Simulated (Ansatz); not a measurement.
# ScCd (Pm-3m): relaxing the cell for a phonon run

Wanted: the relaxed cell of ScCd (Pm-3m).

Method: DFT PBEsol, scalar-relativistic, plane waves, PAW; PAW set soft_1, in Ansatz 0.2.0.

**1. Set-up**

Symmetry: Pm-3m, No. 221, cubic system. Conventional cell: a = 3.526 Å, b = 3.526 Å, c = 3.526 Å, α = 90.00°, β = 90.00°, γ = 90.00°. Nearest to Sc lie 8 Cd at 3.05 Å. Cd has 8 Sc at 3.05 Å nearest. Farther neighbours are not listed.

**2. A coarse first look**

A quick single point on a coarse mesh tells whether the cell has a gap and how far it is from rest, which sets the k mesh and smearing that follow.

The input, input.yaml:

```yaml
crystal:
  lattice:
    - [3.52625559, 0.0, 0.0]
    - [0.0, 3.52625559, 0.0]
    - [0.0, 0.0, 3.52625559]
  atoms:
    - { symbol: Sc, position: [0.5, 0.5, 0.5] }
    - { symbol: Cd, position: [0.0, 0.0, 0.0] }
kpoints:
  mp_grid: { grid: [6, 6, 6] }
hamiltonian:
  xc: pbesol
  pseudopotentials: { kind: paw, azcp: { folder: soft_1 }, xc_functional: pbe }
scf:
  occupations: { method: gaussian, width: 0.1 }
output:
  forces: true
  stress: true
  eigenvalues: true
```

The run is started by

```console
$ ansatz run input.yaml --threads 4 --pin off --max-ram 10240MiB --backend cpu --events-out ev --progress --plain --runs-dir out
```

Numbers of over 12 decimals in the logs are rounded to 6 here.

The log of the run:

```text
Engine: ansatz 0.2.0, aarch64-unknown-linux-gnu
Pseudopotentials: kind: paw
Pseudopotential: Sc, paw, valence charge 11, recommended cutoff 420 eV (normal), soft_1/Sc.paw.azcp
Pseudopotential: Cd, paw, valence charge 20, recommended cutoff 420 eV (normal), soft_1/Cd.paw.azcp
Functional definition: PBEsol
  exchange = pbesol_x
  correlation = pbesol_c
Crystal: 2 atoms, lattice volume = 43.847 Å³
[...]
--- Band table (eV; the first three rows and the last of 20) ---
  k-point 0: bands = [... 12 lower, 3.9914, 5.0033, 12.4872, 12.4872, 14.7378, 14.7378, 14.7378, 17.2501]
  k-point 1: bands = [... 12 lower, 4.0007, 5.3915, 12.2422, 12.4891, 14.2008, 14.2008, 14.7167, 15.9310]
  k-point 2: bands = [... 12 lower, 4.0195, 6.5503, 10.6897, 12.4927, 13.5294, 13.5294, 14.6745, 15.3095]
  k-point 19: bands = [... 12 lower, 4.2818, 10.8292, 10.8292, 10.8292, 13.5423, 15.3488, 15.3488, 16.8445]
[key lines of the parts left out:]
SCF converged after 8 iterations
Free energy (F): -10296.170227 eV
Fermi energy:    12.352095 eV
P = ⅓ Tr σ = -2.5281 GPa (-25.281 kbar)
```

It took 0.53 s on 4 threads of Arm Neoverse V1, shared host; peak memory 0.3 GiB; 1.4 s of CPU time.

Numbers from this step:

| Item | Value |
| --- | --- |
| pressure | -2.528 GPa |
| volume per atom | 21.92 Å³ |
| gap on the k-mesh | 0 eV |

The coarse mesh shows no gap and a pressure of -2.5 GPa.

**3. Relaxation**

The cell and atoms are relaxed, since residual forces and stress would shift the frequencies.

input.yaml, the sections that differ from step 2:

```yaml
kpoints:
  mp_grid: { grid: [12, 12, 12] }
output:
  forces: true
  stress: true
  eigenvalues: true
  write_density: true
  write_potential: true
  elf: true
  volumetric_format: npy
relax:
  adjacent_minimum: "off"
  f_tol: 0.005
  max_steps: 80
  cell: { stress_tol: 0.05 }
# crystal, hamiltonian, scf: as in step 2
```

The log of the run:

```text
[...]
Crystal: 2 atoms, lattice volume = 43.847 Å³
Basis set: ecut = 420 eV, 847 PW (Γ), exchange–correlation on 48×48×48 points (8 copies of the dense FFT grid, shifted against one another)
Bands: 20, of which v1, the nominal top of the filled ones, is band 16 counted from 1 (15 counted from 0)
Symmetry: 48 space group operations
[...]
k-points: 84 of 1728
[...]
SCF iter   1: F=—  HF=-10296.880903 eV  |F-HF|=—  |Δ(HF+E_count)|=         —  Δρ=6.44e-2  dr2=2.53e0  ethr=3.10e-3  ⟨swp⟩=3.7  Hψ=6218  notcnv=0
[...]
SCF iter   8: F=-10296.155198 eV  HF=-10296.155198 eV  |F-HF|=1.67e-10  |Δ(HF+E_count)|=   1.45e-8  Δρ=6.01e-6  dr2=1.44e-8  ethr=3.23e-10  ⟨swp⟩=6.7  Hψ=8126  notcnv=0
SCF 1 converged in 8 iterations: F = -10296.155198 eV  dr2 = 1.44e-8
[...]
relax step   1: F+E_penalty+E_count = -10296.15519773 eV  Δ(F+E_penalty+E_count) = +0.000e0 eV  max|allowed force component| = 3.662e-29 eV/Å  Δτ_max = 0.0000 Å  P = -2.456 GPa  Ω = 43.847 Å³  (8 SCF iters, dr2 threshold 1.00e-7 eV, accepted)
Crystal: 2 atoms, lattice volume = 41.502 Å³
Basis set: ecut = 420 eV, 799 PW (Γ), exchange–correlation on 48×48×48 points (8 copies of the dense FFT grid, shifted against one another)
[...]
iter 1 solved again at ethr=5.43e-5 eV; its pass at ethr=3.10e-3 eV (dr2=1.68e-2 eV) is discarded
[...]
SCF iter   6: F=-10296.163279 eV  HF=-10296.163279 eV  |F-HF|=1.55e-8  |Δ(HF+E_count)|=   1.22e-7  Δρ=1.14e-5  dr2=5.80e-8  ethr=6.45e-10  ⟨swp⟩=8.0  Hψ=9989  notcnv=0
SCF 2 converged in 6 iterations: F = -10296.163279 eV  dr2 = 5.80e-8
[...]
relax step   2: F+E_penalty+E_count = -10296.16327941 eV  Δ(F+E_penalty+E_count) = -8.082e-3 eV  max|allowed force component| = 5.193e-30 eV/Å  Δτ_max = 0.0000 Å  P = +1.582 GPa  Ω = 41.502 Å³  energy of the carried Pulay correction = +1.952e-4 eV  (6 SCF iters, dr2 threshold 2.00e-7 eV, accepted)
Crystal: 2 atoms, lattice volume = 42.391 Å³
[...]
SCF iter   5: F=-10296.167244 eV  HF=-10296.167244 eV  |F-HF|=4.82e-8  |Δ(HF+E_count)|=   8.09e-8  Δρ=1.57e-5  dr2=9.84e-8  ethr=6.45e-10  ⟨swp⟩=7.9  Hψ=10187  notcnv=0
SCF 3 converged in 5 iterations: F = -10296.167244 eV  dr2 = 9.84e-8
relax step   3: F+E_penalty+E_count = -10296.16724356 eV  Δ(F+E_penalty+E_count) = -3.964e-3 eV  max|allowed force component| = 4.470e-30 eV/Å  Δτ_max = 0.0000 Å  P = -0.093 GPa  Ω = 42.391 Å³  energy of the carried Pulay correction = +1.200e-4 eV  (5 SCF iters, dr2 threshold 2.00e-7 eV, accepted)
[...]
relax step   4: F+E_penalty+E_count = -10296.16726305 eV  Δ(F+E_penalty+E_count) = -1.949e-5 eV  max|allowed force component| = 1.288e-29 eV/Å  Δτ_max = 0.0000 Å  P = -0.003 GPa  Ω = 42.340 Å³  energy of the carried Pulay correction = +1.242e-4 eV  (4 SCF iters, dr2 threshold 2.17e-8 eV, accepted)
[...]
SCF iter   5: F=-10296.167131 eV  HF=-10296.167131 eV  |F-HF|=1.82e-12  |Δ(HF+E_count)|=  1.64e-11  Δρ=1.78e-7  dr2=1.21e-11  ethr=1.00e-12  ⟨swp⟩=4.9  Hψ=6394  notcnv=0
SCF 5 converged in 5 iterations: F = -10296.167131 eV  dr2 = 1.21e-11
relax step   5: F+E_penalty+E_count = -10296.16713116 eV  Δ(F+E_penalty+E_count) = +1.319e-4 eV  max|allowed force component| = 4.286e-29 eV/Å  Δτ_max = 0.0000 Å  P = -0.002 GPa  Ω = 42.340 Å³  stress off target by 2.11e-3 GPa  SCF on the basis re-selected at this cell (its energy is not comparable with the rows above)  (5 SCF iters)
basis re-selected at this cell: Δ(F+E_penalty+E_count) = +1.319e-4 eV, ΔP = +0.001 GPa vs the last step (what re-selecting the basis moved, of the pressure what is left beyond the Pulay correction that the steps carried, after the strain that the cell walked since its last selection, with what the two solves' SCF thresholds leave and, on support functions, any second-order correction that the steps lacked; it is no m [...]
SCF converged after 5 iterations
Free energy (F): -10296.167131 eV
[...]
Internal energy: -10296.156369 eV  (E = F + TS)
E sigma→0 (E₀):  -10296.161750 eV
Entropy (-TS):   -0.010762 eV (-5.381 meV/atom)
Fermi energy:    12.873280 eV
[...]
--- Stress (GPa, compression-positive) ---
       -0.002109       0.000000       0.000000
        0.000000      -0.002109      -0.000000
        0.000000      -0.000000      -0.002109
  P = ⅓ Tr σ = -0.0021 GPa (-0.021 kbar)
--- Band table (eV; the first three rows and the last of 84) ---
  k-point 0: bands = [... 12 lower, 4.4807, 5.3855, 13.0397, 13.0397, 15.3991, 15.3991, 15.3991, 17.9342]
  k-point 1: bands = [... 12 lower, 4.4834, 5.4854, 13.0012, 13.0387, 15.2140, 15.2140, 15.3926, 17.4677]
  k-point 2: bands = [... 12 lower, 4.4910, 5.7864, 12.7930, 13.0361, 14.8256, 14.8256, 15.3748, 16.6168]
  k-point 83: bands = [... 12 lower, 4.7928, 11.2945, 11.2945, 11.2945, 14.2306, 16.0392, 16.0392, 17.5688]
--- Relaxed structure (4 steps of the walk, 4 accepted, 1 SCFs on fresh bases) ---
  F+E_penalty+E_count = -10296.16713116 eV   max|allowed force component| = 4.286e-29 eV/Å   (the final SCF, on the basis selected at the relaxed cell)
  cell:  # Å, volume = 42.3401 Å³
    - [3.485384, 0, 0]
    - [0, 3.485384, 0]
    - [0, 0, 3.485384]
  atoms:
    - { symbol: Sc, position: [0.500000, 0.500000, 0.500000] }
    - { symbol: Cd, position: [0, 0, 0] }
```

It took 5.7 s on 4 threads; peak memory 0.4 GiB; 20 s of CPU time.

Relaxation path:

```csv
step,energy less that of the first step (eV),largest force component (eV/Å),pressure (GPa),volume (Å³)
1,0.0000,0.0000,-2.46,43.85
2,-0.0081,0.0000,1.58,41.50
3,-0.0120,0.0000,-0.09,42.39
4,-0.0121,0.0000,0.00,42.34
5*,-0.0119,0.0000,0.00,42.34
```

Relaxation steps marked * repeat the geometry before them on a plane-wave basis chosen anew for their cell, so energy and pressure can jump there.

Forces are held to the 48 operations that the run works with; a distortion that breaks them can't arise in this run.

```csv
"conventional cell, symmetrised",before,after,change
a (Å),3.526,3.485,-1.2 %
b (Å),3.526,3.485,-1.2 %
c (Å),3.526,3.485,-1.2 %
volume (Å³/atom),21.92,21.17,-3.4 %
```

The relaxed structure:

```xyz
2
Lattice="3.4854 0.0000 0.0000 0.0000 3.4854 0.0000 0.0000 0.0000 3.4854" Properties=species:S:1:pos:R:3 pbc="T T T"
Sc    1.7427    1.7427    1.7427
Cd    0.0000    0.0000    0.0000
```

Numbers from this step:

- pressure: -0.002109 GPa
- volume per atom: 21.17 Å³

Valence density in the ac plane at fractional y = 0.000, with atoms of Cd within 0.2 Å of it. It is the smooth field of the valence electrons, not physical close to the nuclei.

Ten steps, logarithmic in the rise over the least value, from '0' (0 e/Å³) to '9' (25 e/Å³), each cell a mean:
```
98742000012579
87531000001467
55321000001245
22110000000112
11000000000001
00000000000000
00000000000000
00000000000000
10000000000000
21100000000112
54310000001234
77531000001357
98741000012578
99752100012589
```
Columns run along a (3.5 Å), rows up along c (3.5 Å). Atoms in or near the plane, at fractional coordinates: Cd at (0.00, 0.00).

Electrostatic potential energy in the ac plane at fractional y = 0.000, with atoms of Cd within 0.2 Å of it. With pseudopotentials it is smooth inside the atoms' cores, unlike the true potential.

Ten even steps from '0' (-20 eV) to '9' (15 eV), each cell a mean:
```
00136999986210
01247999997321
22468999998632
56789999999876
88999999999998
99999999999999
99999999999999
99999999999999
99999999999999
67889999999876
33478999998643
11248999997421
00137999986210
00136999985200
```
Columns run along a (3.5 Å; values clipped at the 3rd and 97th percentile), rows up along c (3.5 Å). Atoms in or near the plane, at fractional coordinates: Cd at (0.00, 0.00).

ELF in the ac plane at fractional y = 0.000, with atoms of Cd within 0.2 Å of it. It is the smooth field of the valence electrons, not physical close to the nuclei.

Ten even steps from '0' (0.21) to '9' (0.95), each cell a mean:
```
87310012100147
53200022100124
21100122210011
00001222221000
00012211122100
11122100012211
22222100012222
11222100012221
00112211122100
00001222221000
11000122210001
43100122100123
86310012100137
98410012100258
```
Columns run along a (3.5 Å), rows up along c (3.5 Å). Atoms in or near the plane, at fractional coordinates: Cd at (0.00, 0.00).

In this step the volume went from 21.92 to 21.17 Å³/atom.

**4. Relaxing to small forces for the phonons**

Phonons need a cell at rest on their own settings, so the relaxation is repeated with tight tolerances on forces and stress, using the mesh and the filling of the phonon run that follows.

input.yaml, the sections that differ from step 3:

```yaml
crystal:
  lattice:
    - [3.485384078, 0.0, 0.0]
    - [0.0, 3.485384078, 0.0]
    - [0.0, 0.0, 3.485384078]
  atoms:
    - { symbol: Sc, position: [0.5, 0.5, 0.5] }
    - { symbol: Cd, position: [0.0, 0.0, 0.0] }
scf:
  occupations: { method: methfessel_paxton, width: 0.2 }
output:
  forces: true
  stress: true
  eigenvalues: true
relax:
  adjacent_minimum: "off"
  f_tol: 0.001
  max_steps: 60
  cell: { stress_tol: 0.01 }
# kpoints, hamiltonian: as in step 3
```

The log of the run:

```text
[...]
Crystal: 2 atoms, lattice volume = 42.340 Å³
Basis set: ecut = 420 eV, 799 PW (Γ), exchange–correlation on 48×48×48 points (8 copies of the dense FFT grid, shifted against one another)
Bands: 20, of which v1, the nominal top of the filled ones, is band 16 counted from 1 (15 counted from 0)
[... 1 set-up line as in the run before ...]
[...]
k-points: 84 of 1728
[...]
k-point 83: bands = [... 12 lower, 4.7946, 11.2938, 11.2938, 11.2938, 14.2316, 16.0365, 16.0365, 17.5685]
--- Relaxed structure (1 steps of the walk, 1 accepted, 1 SCFs on fresh bases) ---
[...]
cell:  # Å, volume = 42.3401 Å³
    - [3.485384078, 0.0, 0.0]
    - [0.0, 3.485384078, 0.0]
    - [0.0, 0.0, 3.485384078]
  atoms:
    - { symbol: Sc, position: [0.500000, 0.500000, 0.500000] }
    - { symbol: Cd, position: [0.0, 0.0, 0.0] }
[key lines of the parts left out:]
SCF converged after 6 iterations
Free energy (F): -10296.161426 eV
Fermi energy:    12.873520 eV
P = ⅓ Tr σ = -0.0058 GPa (-0.058 kbar)
```

Elapsed: 2.5 s, on 4 threads; peak memory 0.39 GiB; 8.6 s of CPU time.

Little changed from the start: no atom moved by 0.005 Å and no cell edge by 0.1 %.

Numbers from this step:

* pressure: -0.005809 GPa

The forces vanish by symmetry and the pressure is -0.006 GPa, within the tolerances set. The cell now holds 21.17 Å³/atom.

**5. Summary of results**

| Item | Value |
| --- | --- |
| space group after relaxation (within 0.01 Å) | Pm-3m |
| lattice constant a | 3.485 Å |
| lattice constant b | 3.485 Å |
| lattice constant c | 3.485 Å |
| volume per atom | 21.2 Å³ |

In words: The forces vanish by symmetry and the pressure is -0.006 GPa, within the tolerances set. The cell now holds 21.17 Å³/atom. The relaxation keeps the symmetry of its start, so it says nothing on stability against lower symmetry. The runs are without spin polarisation, although the cell has an odd electron count. The PAW files were made for PBE and serve the other functionals too.

[Logs are printed without paths, hosts, clocks, repeated set-up lines and the standing remarks that a program may print on its own settings, such as how far it seeks lower states.]

[Hosts, paths, dates, database ids (printed as entryN), source tags and the programs' standing remarks are cut or masked in the printed files.]
